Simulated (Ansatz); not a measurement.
## A low-energy model for NaAgCl3 (cubic perovskite) (Pm-3m): bands, U and J

Aim: U, U′ and J for the Ag d shell of NaAgCl3 (cubic perovskite) (Pm-3m).

Calculated with Ansatz 0.2.0; non-magnetic PBE, then constrained RPA, plane waves, PAW.

The structure was built from a prototype and need not be the compound's stable phase.

## (1) The structure

The structure is cubic, space group Pm-3m (No. 221). The conventional cell has a = 5.078 Å, b = 5.078 Å, c = 5.078 Å, α = 90.00°, β = 90.00°, γ = 90.00°. Nearest to Na lie 12 Cl at 3.59 Å. Nearest to Ag lie 6 Cl at 2.54 Å. Cl has 2 Ag at 2.54 Å nearest. Farther neighbours and most contacts between anions are not listed.

The structure was relaxed with PBE. The structure type comes from a generator and need not be one that this composition takes. The structure was generated from a model, not taken from a measurement. The runs that relaxed it are not among those shown. The program's search for lower electronic states was switched off, so nothing shows that the state found is the lowest. The default PAW set here is soft_2. Its files were made with PBE.

## (2) PBE bands and orbital weights

This step: DFT, PBE, plane waves, PAW.

input.yaml

```yaml
crystal:
  lattice:
    - [0.0, -5.07840794, 0.0]
    - [0.0, 0.0, 5.07840794]
    - [-5.07840794, 0.0, 0.0]
  atoms:
    - { symbol: Na, position: [0.0, 0.0, 0.0] }
    - { symbol: Ag, position: [0.5, 0.5, 0.5] }
    - { symbol: Cl, position: [0.5, 0.5, 0.0] }
    - { symbol: Cl, position: [0.5, 0.0, 0.5] }
    - { symbol: Cl, position: [0.0, 0.5, 0.5] }
kpoints:
  mp_grid: { grid: [4, 4, 4] }
  band_path:
    path:
      - [[0.0, 0.0, 0.0], [0.0, 0.5, 0.0], [0.5, 0.5, 0.0], [0.0, 0.0, 0.0], [0.5, 0.5, 0.5], [0.0, 0.5, 0.0]]
      - [[0.5, 0.5, 0.5], [0.5, 0.5, 0.0]]
    npoints: 10
hamiltonian:
  xc: pbe
scf:
  occupations: { method: gaussian, width: 0.08 }
  n_extra_bands: 19
  max_iter: 150
  lower_state_search: "off"
output:
  eigenvalues: true
  forces: true
  stress: true
  fatbands: true
  write_density: true
  write_potential: true
  elf: true
  volumetric_format: npy
```

The run is started by

```console
$ ansatz run input.yaml --threads 4 --pin off --max-ram 9216MiB --backend cpu --events-out ev --progress --plain --runs-dir out
```

Numbers of over 12 decimals in the logs are rounded to 6 here.

The log of the run:

```text
scf.n_extra_bands = 19 over 25 filled bands (N_el = 49.0): the run solves 44 bands
Engine: ansatz 0.2.0, aarch64-unknown-linux-gnu
Pseudopotentials: kind: paw
Pseudopotential: Na, paw, valence charge 9, recommended cutoff 420 eV (normal), Na.paw.azcp
Pseudopotential: Ag, paw, valence charge 19, recommended cutoff 420 eV (normal), Ag.paw.azcp
Pseudopotential: Cl, paw, valence charge 7, recommended cutoff 420 eV (normal), Cl.paw.azcp
Functional definition: PBE
  parameter kappa = 0.804
  parameter beta = 0.066725
  exchange = pbe_x(kappa = kappa, mu = beta*pi^2/3)
  correlation = pbe_c(beta = beta)
Crystal: 5 atoms, lattice volume = 130.973 Å³
Basis set: ecut = 420 eV, 2553 PW (Γ), exchange–correlation on 72×72×72 points (8 copies of the dense FFT grid, shifted against one another)
Bands: 44, of which v1, the nominal top of the filled ones, is band 25 counted from 1 (24 counted from 0)
Symmetry: 48 space group operations
Space group: Pm-3m (ITA 221), of the structure as read, at distance tolerance 5.1e-5 Å
k-points: 10 of 64
Non-local potential: Na, projectors of the file, l = 0: 3, l = 1: 2, l = 2: 1
Non-local potential: Ag, projectors of the file, l = 0: 3, l = 1: 2, l = 2: 2, l = 3: 1
Non-local potential: Cl, projectors of the file, l = 0: 2, l = 1: 2, l = 2: 2
PAW form: soft (Blöchl's): semilocal exchange-correlation on the pseudo side does not see the compensation charge
PAW one-centre angular grid: Na, 110 points (default); XC on 64 Gauss nodes
PAW one-centre angular grid: Ag, 590 points (default); XC on 64 Gauss nodes
PAW one-centre angular grid: Cl, 110 points (default); XC on 64 Gauss nodes
Initial density: superposition of atomic densities (neutral atoms: chi_scale 0, normalization atom), corrected by the library's trained network
Initial wavefunctions: pseudopotential atomic-orbital guess
Functional: x = pbe(κ = 0.804, μ = 0.219515), c = pbe(β = 0.066725)
SCF iter   1: F=—  HF=-12319.703249 eV  |F-HF|=—  |Δ(HF+E_count)|=         —  Δρ=1.03e-3  dr2=1.04e-3  ethr=1.77e-3  ⟨swp⟩=6.0  Hψ=1965  notcnv=0  defer=65
preconditioner: auto → LDOS  [insulator: Δε(μ)=0.359 eV  Ē_g=14.860 eV  σ=0.080 eV  W_gap=0.75  n_scr=26 (ndim 8)  ℏωp=18.6 eV  f_vac=0.195  D(μ)=2.11/eV (n_scr^D=6)  ε∞_Penn≈2.6  β→1.0]
SCF iter   2: F=—  HF=-12319.705037 eV  |F-HF|=—  |Δ(HF+E_count)|=   1.79e-3  Δρ=5.06e-4  dr2=3.05e-4  ethr=2.12e-6  ⟨swp⟩=3.2  Hψ=812  notcnv=0  defer=78
SCF iter   3: F=—  HF=-12319.704905 eV  |F-HF|=—  |Δ(HF+E_count)|=   1.33e-4  Δρ=7.20e-5  dr2=5.66e-6  ethr=6.22e-7  ⟨swp⟩=2.2  Hψ=533  notcnv=0  defer=78
SCF iter   4: F=—  HF=-12319.704955 eV  |F-HF|=—  |Δ(HF+E_count)|=   5.08e-5  Δρ=2.82e-5  dr2=7.81e-7  ethr=1.16e-8  ⟨swp⟩=2.0  Hψ=526  notcnv=0  defer=78
iter 5 did not close the SCF: its close was put off for the readings that it lacked (scf_convergence_deferred on its scf_iter line)
SCF iter   5: F=-12319.704955 eV  HF=-12319.704955 eV  |F-HF|=3.03e-8  |Δ(HF+E_count)|=  4.31e-10  Δρ=5.06e-6  dr2=4.20e-8  ethr=1.59e-9  ⟨swp⟩=2.1  Hψ=540  notcnv=0  defer=78
SCF iter   6: F=-12319.704955 eV  HF=-12319.704955 eV  |F-HF|=4.22e-9  |Δ(HF+E_count)|=   1.16e-8  Δρ=1.71e-6  dr2=5.44e-9  ethr=8.58e-11  ⟨swp⟩=14.4  Hψ=3263  notcnv=0
SCF 1 converged in 6 iterations: F = -12319.704955 eV  dr2 = 5.44e-9
  greatest PAW one-centre occupation: 1.000 electrons in one spin orbital (limit 2), on the Ag atom at site 1 (counted from 0), in its partial waves of l = 0
NSCF: frozen V_eff on 62 k-points
SCF converged after 6 iterations
Free energy (F): -12319.704955 eV
Harris-Foulkes:  -12319.704955 eV  (|F-HF|=4.22e-9)
Internal energy: -12319.698204 eV  (E = F + TS)
E sigma→0 (E₀):  -12319.701580 eV
Entropy (-TS):   -0.006751 eV (-1.350 meV/atom)
Fermi energy:    3.190408 eV
--- Per-component energies (eV) ---
  E_band       = -754.256290
  E_kinetic    = 1127.733201
  E_local      = -6169.052465  (includes V_loc(G=0)·N_el)
  E_nonlocal   = 281.884357
  E_hartree    = 2547.640893
  E_xc         = -543.424656
  E_vxc        = -648.639326  (∫ρ·V_xc dr)
  E_paw        = -6142.870096  (= ΣΔE_a)
  E_vpaw       = -441.470501  (= ΣTr[D̂ρ^β])
  E_aug_tail   = 0.000545  (compensation charges beyond the density's cutoff)
  E_ewald      = -3421.609983
  E_smearing   = -0.006751  (= −TS)
  E_closure    = -0.000000  (closes the sum)
  Σ components = -12319.704955   (vs F -12319.704955, Δ=0.00e0)
--- Forces (eV/Å), atoms counted from 1 ---
  atom   1  Na     0.00000000    -0.00000000     0.00000000
  atom   2  Ag    -0.00000000     0.00000000    -0.00000000
  atom   3  Cl    -0.00000000    -0.00000000    -0.00000000
  atom   4  Cl    -0.00000000     0.00000000     0.00000000
  atom   5  Cl    -0.00000000     0.00000000     0.00000000
  max |Σ_I F_I| component: 1.59e-28 eV/Å
--- Stress (GPa, compression-positive) ---
       -0.005030      -0.000000       0.000000
       -0.000000      -0.005030       0.000000
        0.000000      -0.000000      -0.005030
  P = ⅓ Tr σ = -0.0050 GPa (-0.050 kbar)
--- Band table (eV; the first three rows and the last of 10) ---
  k-point 0: bands = [... 21 lower, 1.6136, 1.7906, 1.7906, 1.7906, 6.0984, 6.6485, 10.6239, 10.6239, ... 15 higher]
  k-point 1: bands = [... 21 lower, 1.6853, 1.8157, 1.8157, 1.8500, 7.0778, 7.3308, 10.1478, 11.3042, ... 15 higher]
  k-point 2: bands = [... 21 lower, 1.7307, 1.8625, 1.8625, 2.0191, 8.2566, 8.7768, 9.1561, 11.4753, ... 15 higher]
  k-point 9: bands = [... 21 lower, 2.2820, 2.2820, 4.0926, 4.0926, 7.4118, 9.8246, 9.8246, 9.8246, ... 15 higher]
```

Elapsed: 4 s, on 4 threads of Arm Neoverse V2, shared host; peak memory 0.5 GiB; 14 s of CPU time.

Numbers from this step:

```
pressure : -0.005030 GPa
```

Electronic bands along the path, in eV, zero at the Fermi level:

```csv
point,band 22,band 23,band 24,band 25,band 26,band 27,band 28,band 29
Γ,-1.58,-1.40,-1.40,-1.40,2.91,3.46,7.43,7.43
halfway,-1.51,-1.37,-1.37,-1.34,3.89,4.14,6.96,8.11
X,-1.46,-1.33,-1.33,-1.17,5.07,5.59,5.97,8.28
halfway,-1.39,-1.32,-1.16,0.04,5.24,6.08,6.52,7.54
M,-1.31,-1.31,-0.92,0.90,5.42,7.00,7.00,7.39
halfway,-1.43,-1.37,-1.36,-0.42,4.44,4.78,7.31,7.40
Γ,-1.58,-1.40,-1.40,-1.40,2.91,3.46,7.43,7.43
halfway,-1.52,-1.26,-0.46,-0.46,4.74,5.22,6.81,7.77
R,-0.91,-0.91,0.90,0.90,4.22,6.63,6.63,6.63
halfway,-1.21,-1.11,-0.53,0.20,4.98,6.25,7.03,7.06
X,-1.46,-1.33,-1.33,-1.17,5.07,5.59,5.97,8.28
jump to R,-0.91,-0.91,0.90,0.90,4.22,6.63,6.63,6.63
halfway,-1.16,-0.91,-0.32,0.90,4.70,6.93,6.93,7.19
M,-1.31,-1.31,-0.92,0.90,5.42,7.00,7.00,7.39
```

Of the projections kept (Ag 4d, Cl 3p), the largest for each band there; the rest of the weight can lie on other orbitals:

```csv
point,band 22,band 23,band 24,band 25,band 26,band 27,band 28,band 29
Γ,Cl 3p 1.00,Cl 3p 0.99,Cl 3p 0.99,Cl 3p 0.99,-,-,-,-
X,Cl 3p 1.00,Cl 3p 0.80,Cl 3p 0.80,Ag 4d 0.45,Cl 3p 0.12,Cl 3p 0.18,Cl 3p 0.04,-
M,Cl 3p 0.81,Cl 3p 0.81,Cl 3p 1.00,Cl 3p 0.65,Cl 3p 0.09,Cl 3p 0.01,Cl 3p 0.01,-
Γ,Cl 3p 1.00,Cl 3p 0.99,Cl 3p 0.99,Cl 3p 0.99,-,-,-,-
R,Cl 3p 1.00,Cl 3p 1.00,Cl 3p 0.65,Cl 3p 0.65,-,-,-,-
X,Cl 3p 1.00,Cl 3p 0.80,Cl 3p 0.80,Ag 4d 0.45,Cl 3p 0.12,Cl 3p 0.18,Cl 3p 0.04,-
```

Valence density in the ac plane at fractional y = 0.500, with atoms of Ag and Cl within 0.2 Å of it. It is the smooth field of the valence electrons, not physical close to the nuclei.

Ten steps, logarithmic in the rise over the least value, from '_' (0 e/Å³) to '@' (19 e/Å³), each cell a mean:
```
______..::========--..______
________..--======::..______
________..::::--::..________
::....____..::::::..____....
==--::....--==++==::....::--
====--::::++%%%%##==::::====
::====::--##@@@@%%++::--====
====--::--**%%@@%%==::::====
====::..::==**##++--..::--==
::::..__..::----::..__....::
..________..::::::..______..
________..::--==--::..______
________::========--..______
______..::====::====::______
```
Columns run along a (5.1 Å), rows up along c (5.1 Å). Atoms in or near the plane, at fractional coordinates: Ag at (0.50, 0.50), Cl at (0.50, 0.00), Cl at (0.00, 0.50).

Electrostatic potential energy in the ac plane at fractional y = 0.500, with atoms of Ag and Cl within 0.2 Å of it. With pseudopotentials it is smooth inside the atoms' cores, unlike the true potential.

Ten even steps from '_' (-47 eV) to '@' (9 eV), each cell a mean:
```
@@@@@@@@%%==____..##@@@@@@@@
@@@@@@@@@@##==--++%%@@@@@@@@
@@@@@@@@@@@@%%%%%%@@@@@@@@@@
@@@@@@@@@@@@%%%%%%@@@@@@@@@@
**##@@@@@@##++++**%%@@@@%%##
..--##@@%%++::::--**%%%%++..
____**%%##--....::++%%%%--__
__..**%%##==::..::++%%%%==__
--++%%@@%%**==--++##@@@@##==
%%@@@@@@@@%%####%%@@@@@@@@%%
@@@@@@@@@@@@%%%%@@@@@@@@@@@@
@@@@@@@@@@%%****##@@@@@@@@@@
@@@@@@@@@@++..__--##@@@@@@@@
@@@@@@@@%%--____..**@@@@@@@@
```
Columns run along a (5.1 Å; values clipped at the 3rd and 97th percentile), rows up along c (5.1 Å). Atoms in or near the plane, at fractional coordinates: Ag at (0.50, 0.50), Cl at (0.50, 0.00), Cl at (0.00, 0.50).

## (3) Constrained RPA: Ag d + anion p, bands v14 to v1, 4×4×4 mesh, medium accuracy

Constrained RPA screens the interaction with every transition except those inside the target bands, which a later many-body model would treat itself.

This step: constrained RPA on PBE, plane waves, PAW.

input.yaml, the sections that differ from step 2:

```yaml
kpoints:
  mp_grid: { grid: [4, 4, 4] }
output:
  crpa:
    kmesh: [4, 4, 4]
    target_bands: [v14, v1]
    projections: [{ species: Ag, l: d, shell: 4 }, { species: Cl, l: p, shell: 3 }]
  local_orbitals:
    kmesh: [8, 8, 8]
    orbitals: [{ species: Ag, l: d, shell: 4 }, { species: Cl, l: p, shell: 3 }]
    window: { bands: [v14, v1] }
    seedname: lo
# crystal, hamiltonian, scf: as in step 2
```

The log of the run:

```text
[...]
Crystal: 5 atoms, lattice volume = 130.973 Å³
Basis set: ecut = 420 eV, 2553 PW (Γ)
Bands: 44, of which v1, the nominal top of the filled ones, is band 25 counted from 1 (24 counted from 0)
Symmetry: 48 space group operations
[...]
k-points: 10 of 64
[...]
SCF iter   1: F=—  HF=-12319.703301 eV  |F-HF|=—  |Δ(HF+E_count)|=         —  Δρ=1.03e-3  dr2=1.04e-3  ethr=1.77e-3  ⟨swp⟩=6.0  Hψ=1965  notcnv=0  defer=65
[...]
SCF iter   6: F=-12319.704945 eV  HF=-12319.704945 eV  |F-HF|=3.67e-9  |Δ(HF+E_count)|=   1.08e-8  Δρ=1.65e-6  dr2=4.48e-9  ethr=7.58e-11  ⟨swp⟩=9.8  Hψ=2379  notcnv=0
SCF 1 converged in 6 iterations: F = -12319.704945 eV  dr2 = 4.48e-9
[...]
NSCF: frozen V_eff on 38 k-points
[...]
cRPA screening: q 1/64
cRPA screening: q 2/64
cRPA screening: q 8/64 (q-point 3)
cRPA screening: q 11/64 (q-point 6)
cRPA screening: q 17/64 (q-point 7)
cRPA screening: q 29/64 (q-point 8)
cRPA screening: q 35/64 (q-point 11)
cRPA screening: q 38/64 (q-point 22)
cRPA screening: q 40/64 (q-point 23)
cRPA screening: q 46/64 (q-point 24)
cRPA screening: q 52/64 (q-point 27)
cRPA screening: q 58/64 (q-point 28)
cRPA screening: q 64/64 (q-point 43)
SCF converged after 6 iterations
Free energy (F): -12319.704945 eV
[...]
Internal energy: -12319.698193 eV  (E = F + TS)
E sigma→0 (E₀):  -12319.701569 eV
Entropy (-TS):   -0.006751 eV (-1.350 meV/atom)
Fermi energy:    3.190458 eV
[...]
--- Band table (eV; the first three rows and the last of 10) ---
  k-point 0: bands = [... 21 lower, 1.6136, 1.7907, 1.7907, 1.7907, 6.0984, 6.6488, 10.6240, 10.6240, ... 15 higher]
  k-point 1: bands = [... 21 lower, 1.6853, 1.8158, 1.8158, 1.8500, 7.0781, 7.3308, 10.1481, 11.3044, ... 15 higher]
  k-point 2: bands = [... 21 lower, 1.7307, 1.8625, 1.8625, 2.0191, 8.2570, 8.7768, 9.1563, 11.4756, ... 15 higher]
  k-point 9: bands = [... 21 lower, 2.2820, 2.2820, 4.0927, 4.0927, 7.4123, 9.8246, 9.8246, 9.8246, ... 15 higher]
--- cRPA (band scheme, projected local orbitals): target bands 12..25 (1-based), 14 Wannier function(s), 4×4×4 mesh, 50 bands' worth read of 55 solved, ecut_chi 136.0 eV, v(q+G=0) probe_charge, pair densities all_electron ---
  bands read: the sum over 50 bands ends inside a degenerate multiplet in 19 slots, whose members it reads at an even weight; the widest, k=0: bands 50 to 52 (counted from 1) at 1/3 each
  χ-basis size per q: N_G = 460..482
  window electrons = 27.0000, filled by tetrahedron_uncorrected; constrained ε̄⁻¹(q = 0, 0) head = 0.382810; min gauge Gram eig = 0.7187
  Kanamori averages over each shell's own Wannier functions (sites counted from 0, functions from 1):
  Each shell's averages of U are screened by what lies outside the whole window alone: parameters of one model of all the shells.
    Site 1, 4D, 5 of 5 d orbitals (Wannier functions 1, 2, 3, 4, 5; wannier90's mr 1, 2, 3, 4, 5):
      screened: U = 7.5856 eV, U' = 6.4464 eV, J = 0.5684 eV
      screened, to within: U = 7.7e-3 eV, U' = 7.7e-3 eV, J = 8.0e-4 eV
      bare: V = 19.0563 eV, V' = 17.5900 eV, J = 0.7307 eV
    Site 2, 3P, 3 of 3 p orbitals (Wannier functions 6, 7, 8; wannier90's mr 1, 2, 3):
      screened: U = 6.0531 eV, U' = 5.0323 eV, J = 0.4943 eV
      screened, to within: U = 6.2e-3 eV, U' = 6.1e-3 eV, J = 6.2e-4 eV
      bare: V = 13.5723 eV, V' = 12.0839 eV, J = 0.7206 eV
    Site 3, 3P, 3 of 3 p orbitals (Wannier functions 9, 10, 11; wannier90's mr 1, 2, 3):
      screened: U = 6.0531 eV, U' = 5.0323 eV, J = 0.4943 eV
      screened, to within: U = 6.2e-3 eV, U' = 6.1e-3 eV, J = 6.2e-4 eV
      bare: V = 13.5723 eV, V' = 12.0839 eV, J = 0.7206 eV
    Site 4, 3P, 3 of 3 p orbitals (Wannier functions 12, 13, 14; wannier90's mr 1, 2, 3):
      screened: U = 6.0531 eV, U' = 5.0323 eV, J = 0.4943 eV
      screened, to within: U = 6.2e-3 eV, U' = 6.1e-3 eV, J = 6.2e-4 eV
      bare: V = 13.5723 eV, V' = 12.0839 eV, J = 0.7206 eV
  Hermiticity witness max|P − P†| over intra, direct and exchange elements: 1.07e-14 eV (screened), 8.88e-16 eV (bare)
  Reality witness max|Im| over intra, direct and exchange elements: 6.04e-9 eV (screened), 4.68e-12 eV (bare)
```

It took 7.7 min on 4 threads; peak memory 0.99 GiB.

This step gave:

```
U                                                 : 7.586 eV
U prime (inter-orbital)                           : 6.446 eV
J                                                 : 0.5684 eV
bare V                                            : 19.06 eV
bare J                                            : 0.7307 eV
stated bound on U                                 : 0.007673 eV
U over bare V                                     : 0.3981
electrons in the window                           : 27
head of the constrained inverse dielectric matrix : 0.3828
least eigenvalue of the projection's overlap      : 0.7187
target functions                                  : 14
bands in the sums                                 : 50
r.m.s. miss of the model bands                    : 3.69e-5 eV
width of the target bands                         : 6.305 eV
weight of the projected orbitals in the window    : 0.9712
```

On the Ag d shell, screening brings the on-site interaction from 19.1 eV down to U = 7.59 eV.

Kanamori averages over each shell's functions. Crpa shells, by row:

```csv
site,element,shell,orbitals,U (eV),U' (eV),J (eV),bare V (eV),bare V' (eV),bare J (eV),bound on U (eV)
2,Ag,4D,5,7.586,6.446,0.5684,19.06,17.59,0.7307,0.007673
3,Cl,3P,3,6.053,5.032,0.4943,13.57,12.08,0.7206,0.006104
4,Cl,3P,3,6.053,5.032,0.4943,13.57,12.08,0.7206,0.006104
5,Cl,3P,3,6.053,5.032,0.4943,13.57,12.08,0.7206,0.006104
```

Projected local orbitals of the target window. Electronic bands along the path, in eV, zero at the Fermi level; # counts the bands kept:

```csv
point,#11,#12,#13,#14
Γ,-1.58,-1.40,-1.40,-1.40
halfway,-1.51,-1.37,-1.37,-1.34
X,-1.46,-1.33,-1.33,-1.17
halfway,-1.39,-1.32,-1.16,0.04
M,-1.31,-1.31,-0.92,0.90
halfway,-1.43,-1.37,-1.36,-0.42
Γ,-1.58,-1.40,-1.40,-1.40
halfway,-1.52,-1.26,-0.46,-0.46
R,-0.91,-0.91,0.90,0.90
halfway,-1.21,-1.11,-0.53,0.20
X,-1.46,-1.33,-1.33,-1.17
jump to R,-0.91,-0.91,0.90,0.90
halfway,-1.16,-0.91,-0.32,0.90
M,-1.31,-1.31,-0.92,0.90
```

The same for Kohn-Sham, solved directly:

```csv
point,#11,#12,#13,#14
Γ,-1.58,-1.40,-1.40,-1.40
X,-1.46,-1.33,-1.33,-1.17
M,-1.31,-1.31,-0.92,0.90
Γ,-1.58,-1.40,-1.40,-1.40
R,-0.91,-0.91,0.90,0.90
X,-1.46,-1.33,-1.33,-1.17
R,-0.91,-0.91,0.90,0.90
M,-1.31,-1.31,-0.92,0.90
```

Onsite levels, by row:

```csv
orbital,level less Fermi level (eV)
Ag2 dz2,-3.08
Ag2 dxz,-3.272
Ag2 dyz,-3.272
Ag2 dx2-y2,-3.08
Ag2 dxy,-3.272
Cl3 pz,-1.885
Cl3 px,-2.914
Cl3 py,-1.885
Cl4 pz,-2.914
Cl4 px,-1.885
Cl4 py,-1.885
Cl5 pz,-1.885
Cl5 px,-1.885
Cl5 py,-2.914
```

Largest distinct elements between sites. Hoppings, by row:

```csv
from,to,cell,distance (Å),t (eV)
Cl4 pz,Ag2 dz2,0 0 0,2.539,-1.106
Ag2 dx2-y2,Cl3 px,0 0 1,2.539,-0.9581
Ag2 dz2,Cl5 py,1 0 0,2.539,0.5531
Cl4 px,Ag2 dxz,0 0 0,2.539,0.4461
Cl4 pz,Cl5 py,1 -1 0,3.591,0.3671
Cl3 pz,Cl4 px,0 1 -1,3.591,0.2323
Cl5 py,Cl4 py,-1 0 0,3.591,0.1826
Cl4 px,Cl5 px,0 0 0,3.591,-0.0774
Cl5 px,Cl5 px,0 0 1,5.078,0.0391
Cl3 pz,Cl3 pz,0 0 -1,5.078,-0.0362
Cl3 px,Cl3 px,1 0 0,5.078,-0.0317
Cl5 py,Ag2 dz2,0 1 0,5.678,0.0296
```

## (4) Outcome

```json
{
 "Ag d + anion p": "U 7.59 eV, U′ 6.45 eV, J 0.57 eV, bare V 19.1 eV",
 "method": "constrained RPA on non-magnetic PBE, 4×4×4 mesh, static; search for lower states off"
}
```

What this shows: For Ag d + anion p, screening cuts the on-site interaction from 19.06 eV to 7.59 eV (40 %), while J goes only from 0.73 eV to 0.57 eV: the monopole is screened far more than the multipoles. U − 2J differs from U′ by +0.002 eV, so the Kanamori relation holds well. The parent state is non-magnetic and the interaction static (zero frequency); U depends on the window and the orbitals, so it belongs to this model alone. The bands cross the Fermi level under this constraint, which need not be the crystal's state: magnetic order, correlation or a lattice distortion may open a gap. A window that holds the anion p bands defines a model with explicit ligands; its U belongs to that model and is not the U of DFT+U.

[Paths, hosts, dates, memory and timing lines, banners, echoed tables and standing remarks are left out of the program output.]

[Logs are printed without paths, hosts, clocks, repeated set-up lines and the standing remarks that a program may print on its own settings, such as how far it seeks lower states.]

[Runs of the session that timed out or met a known fault of the program may be left out.]

[Hosts, paths, dates, database ids (printed as entryN), source tags and the programs' standing remarks are cut or masked in the printed files.]
